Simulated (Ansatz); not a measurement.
## F on Ta(110): change of the work function

How does F on the hollow site change the work function of Ta(110) as the layer fills?

Calculated with Ansatz 0.2.0; plane-wave DFT, PBE, Ansatz PAW.

This is a report of a sequence of runs, with the program logs left out and the cost of each run kept.

## 1. The structure

The cell holds 4 atoms: 4 Ta. Its edges and angles: a = 2.867 Å, b = 2.867 Å, c = 25.022 Å, α = 90.0°, β = 90.0°, γ = 70.5°. Vacuum lies along c.

## 2. The clean slab

The bare slab comes first, as the zero from which every change is counted. The two lowest layers are held at bulk places and the upper ones relax. The dipole correction removes the false field that a one-sided slab makes across the periodic vacuum, so each face gets a flat vacuum level of its own.

input.yaml reads:

```yaml
crystal:
  lattice:
    - [2.3405234457, -1.655, 0.0]
    - [2.3405234457, 1.655, 0.0]
    - [0.0, 0.0, 25.0215703372]
  atoms:
    - { symbol: Ta, position: [0.0, 0.0, 0.3596896549] }
    - { symbol: Ta, position: [0.5, 0.5, 0.453229885] }
    - { symbol: Ta, position: [0.0, 0.0, 0.546770115] }
    - { symbol: Ta, position: [0.5, 0.5, 0.6403103451] }
kpoints:
  mp_grid: { grid: [12, 12, 1] }
hamiltonian:
  xc: pbe
scf:
  occupations: { method: fermi_dirac, width: 0.1 }
  convergence: { dr2_threshold: 1.0e-08 }
efield:
  axis: 3
  dipole_correction: true
  ramp_position: 0.97
  ramp_width: 0.06
relax:
  f_tol: 0.02
  max_steps: 60
  constraints: [{ sites: [0, 1] }]
output:
  write_potential: true
  write_density: true
  volumetric_format: npy
```

Run with:

```
$ ansatz run input.yaml --threads 4 --pin off --max-ram 16384MiB --backend cpu --events-out ev --progress --plain --runs-dir out
```

It took 19 s on 4 threads of Arm Neoverse V1, shared host; peak memory 0.57 GiB; 74 s of CPU time.

Relaxation path:

```
step  energy less that of the first step (eV)  largest force component (eV/Å)
   1                                   0.0000                          0.4148
   2                                   0.0216                          0.7793
   3                                  -0.0194                          0.0178
```

Relaxation step 2 was tried and not accepted.

The run keeps the 4 symmetry operations that the program found, so distortions that break them were not tested.

The atoms that moved most (Å):

```
atom     dx     dy      dz  length
 Ta4  0.000  0.000  -0.089   0.089
```

The relaxed structure:

```cif
data_structure
_symmetry_space_group_name_H-M 'P 1'
_symmetry_Int_Tables_number 1
_cell_length_a 2.8665
_cell_length_b 2.8665
_cell_length_c 25.0216
_cell_angle_alpha 90.000
_cell_angle_beta 90.000
_cell_angle_gamma 70.529
_cell_volume 193.85
loop_
_atom_site_label
_atom_site_type_symbol
_atom_site_fract_x
_atom_site_fract_y
_atom_site_fract_z
_atom_site_occupancy
Ta1 Ta 0.00000 0.00000 0.35969 1
Ta2 Ta 0.50000 0.50000 0.45323 1
Ta3 Ta 0.00000 0.00000 0.54687 1
Ta4 Ta 0.50000 0.50000 0.63676 1
```

Read from the output:

```
energy at zero smearing        : -39726.6887 eV
work function, upper face      : 4.767 eV
work function, lower face      : 4.818 eV
dipole along the normal        : 0.002172 e·Å
step between the vacuum levels : -0.05074 eV
```

Running mean over 2.341 Å of the planar mean; the ramp of the sawtooth is left out. The electron's electrostatic potential energy less the Fermi level by z:

```
z (Å)  electron's electrostatic potential energy less the Fermi level (eV)
    4                                                                 4.82
    5                                                                 4.80
    6                                                                 4.62
    7                                                                 2.96
    8                                                                -5.19
    9                                                                -10.1
   10                                                                -10.0
   11                                                                -9.98
   12                                                                -9.96
   13                                                                -9.96
   14                                                                -10.3
   15                                                                -10.9
   16                                                                -10.1
   17                                                                -4.55
   18                                                                 3.18
   19                                                                 4.60
   20                                                                 4.75
   21                                                                 4.77
```

The relaxation took 3 steps and lowered the energy by 0.019 eV; the largest force on the free atoms ends at 0.018 eV/Å.

The work function of the upper face is 4.77 eV.

## 3. The covered slab, k-mesh 4×4×1, coverage 0.111 ML

System of this step: Ta36F (F/Ta(110)). The cell holds 37 atoms: 36 Ta and 1 F. Its edges and angles: a = 8.600 Å, b = 8.600 Å, c = 26.646 Å, α = 90.0°, β = 90.0°, γ = 70.5°. Vacuum lies along c.

The clean slab as it ended is repeated in the plane and the adsorbate is set on one face; the cell's size fixes the coverage, and the k-mesh shrinks with it to keep the sampling density about even. Adsorbate and upper layers relax, since the dipole depends on the height.

input.yaml reads:

```yaml
crystal:
  lattice:
    - [7.0215703371, -4.965, 0.0]
    - [7.0215703371, 4.965, 0.0]
    - [0.0, 0.0, 26.6455904908]
  atoms:
    - { symbol: Ta, position: [0.0, 0.0, 0.3377669563] }
    - { symbol: Ta, position: [0.1666666667, 0.1666666667, 0.4256060098] }
    - { symbol: Ta, position: [0.0, 0.0, 0.5135350673] }
    - { symbol: Ta, position: [0.1666666667, 0.1666666667, 0.597952486] }
    - { symbol: Ta, position: [0.0, 0.3333333333, 0.3377669563] }
    - { symbol: Ta, position: [0.1666666667, 0.5, 0.4256060098] }
    - { symbol: Ta, position: [0.0, 0.3333333333, 0.5135350673] }
    - { symbol: Ta, position: [0.1666666667, 0.5, 0.597952486] }
[... 25 atom lines left out ...]
    - { symbol: Ta, position: [0.8333333333, 0.8333333333, 0.4256060098] }
    - { symbol: Ta, position: [0.6666666667, 0.6666666667, 0.5135350673] }
    - { symbol: Ta, position: [0.8333333333, 0.8333333333, 0.597952486] }
    - { symbol: F, position: [0.28, 0.28, 0.6622330437] }
kpoints:
  mp_grid: { grid: [4, 4, 1] }
hamiltonian:
  xc: pbe
scf:
  occupations: { method: fermi_dirac, width: 0.1 }
  convergence: { dr2_threshold: 1.0e-08 }
efield:
  axis: 3
  dipole_correction: true
  ramp_position: 0.97
  ramp_width: 0.06
relax:
  f_tol: 0.02
  max_steps: 60
  constraints:
    - { sites: [0, 1, 4, 5, 8, 9, 12, 13, 16, 17, 20, 21, 24, 25, 28, 29, 32, 33] }
output:
  write_potential: true
  write_density: true
  volumetric_format: npy
```

Elapsed: 17 min, on 4 threads; peak memory 9.5 GiB; 70 min of CPU time.

This run has no spin polarisation although its electron count is odd.

Step by step:

```
step  energy less that of the first step (eV)  largest force component (eV/Å)
   1                                   0.0000                          1.6771
   2                                  -0.2857                          0.3434
   3                                  -0.3504                          0.1406
   4                                  -0.3545                          0.1007
   5                                  -0.3575                          0.0607
   6                                  -0.3576                          0.0552
   7                                  -0.3581                          0.0036
```

The run keeps the 2 symmetry operations that the program found, so distortions that break them were not tested.

The atoms that moved most (Å):

```
atom      dx      dy      dz  length
 F37   0.086   0.000  -0.300   0.312
 Ta4  -0.100   0.000   0.012   0.100
Ta20   0.079   0.000  -0.025   0.083
Ta16  -0.002  -0.017   0.048   0.051
 Ta8  -0.002   0.017   0.048   0.051
Ta28  -0.032   0.008   0.018   0.038
Ta12  -0.032  -0.008   0.018   0.038
Ta19  -0.004   0.000   0.029   0.029
```

The relaxed structure:

```
Ta F
1.0
     7.02157   -4.96500    0.00000
     7.02157    4.96500    0.00000
     0.00000    0.00000   26.64559
Ta F
36 1
Direct
  0.00000 0.00000 0.33777
  0.16667 0.16667 0.42561
  0.99953 0.99953 0.51352
  0.15956 0.15956 0.59840
  0.00000 0.33333 0.33777
  0.16667 0.50000 0.42561
  0.99980 0.33225 0.51350
  0.16487 0.50158 0.59977
  0.00000 0.66667 0.33777
  0.16667 0.83333 0.42561
  0.99996 0.66705 0.51316
  0.16524 0.83022 0.59862
  0.33333 0.00000 0.33777
  0.50000 0.16667 0.42561
  0.33225 0.99980 0.51350
  0.50158 0.16487 0.59977
  0.33333 0.33333 0.33777
  0.50000 0.50000 0.42561
  0.33305 0.33305 0.51462
  0.50559 0.50559 0.59700
  0.33333 0.66667 0.33777
  0.50000 0.83333 0.42561
  0.33271 0.66636 0.51367
  0.49885 0.83569 0.59737
  0.66667 0.00000 0.33777
  0.83333 0.16667 0.42561
  0.66705 0.99996 0.51316
  0.83022 0.16524 0.59862
  0.66667 0.33333 0.33777
  0.83333 0.50000 0.42561
  0.66636 0.33271 0.51367
  0.83569 0.49885 0.59737
  0.66667 0.66667 0.33777
  0.83333 0.83333 0.42561
  0.66695 0.66695 0.51344
  0.83357 0.83357 0.59761
  0.28611 0.28611 0.65098
```

Numbers from this step:

* energy at zero smearing: -358350.2748 eV
* work function, upper face: 4.663 eV
* work function, lower face: 4.813 eV
* dipole along the normal: 0.05808 e·Å
* step between the vacuum levels: -0.1507 eV

Running mean over 2.341 Å of the planar mean; the ramp of the sawtooth is left out. The electron's electrostatic potential energy less the Fermi level by z:

```
z (Å)  electron's electrostatic potential energy less the Fermi level (eV)
  3.5                                                                 4.81
  4.0                                                                 4.81
  4.5                                                                 4.81
  5.0                                                                 4.79
  5.5                                                                 4.75
  6.0                                                                 4.62
  6.5                                                                 4.21
  7.0                                                                 2.96
  7.5                                                               -0.253
  8.0                                                                -5.20
  8.5                                                                -8.88
  9.0                                                                -10.1
  9.5                                                                -10.1
 10.0                                                                -10.0
 10.5                                                               -10.00
 11.0                                                                -9.98
 11.5                                                                -9.97
 12.0                                                                -9.95
 12.5                                                                -9.94
 13.0                                                                -9.95
 13.5                                                                -10.0
 14.0                                                                -10.2
 14.5                                                                -10.7
 15.0                                                                -10.8
 15.5                                                                -10.6
 16.0                                                                -10.3
 16.5                                                                -8.98
 17.0                                                                -5.09
 17.5                                                               -0.244
 18.0                                                                 2.70
 18.5                                                                 3.96
 19.0                                                                 4.47
 19.5                                                                 4.61
 20.0                                                                 4.65
 20.5                                                                 4.66
 21.0                                                                 4.66
 21.5                                                                 4.66
 22.0                                                                 4.66
 22.5                                                                 4.66
 23.0                                                                 4.66
 23.5                                                                 4.66
```

The relaxation took 7 steps and lowered the energy by 0.36 eV; the largest force on the free atoms ends at 0.0036 eV/Å.

The covered face has 4.66 eV, -0.10 eV against the clean one; the bare back face has moved by -0.00 eV, a measure of how thin the slab is.

[end of part 1 of 2]

[Long decimals in the printed logs are rounded to 6 places.]

[Logs are printed without paths, hosts, clocks, repeated set-up lines and the standing remarks that a program may print on its own settings, such as how far it seeks lower states.]

[Hosts, paths, dates, database ids (printed as entryN), source tags and the programs' standing remarks are cut or masked in the printed files.]

[Maps of the electrostatic potential energy from Ansatz leave out the sawtooth potential of an applied field or a dipole correction, so their vacuum need not be flat; planar profiles and work functions include it.]
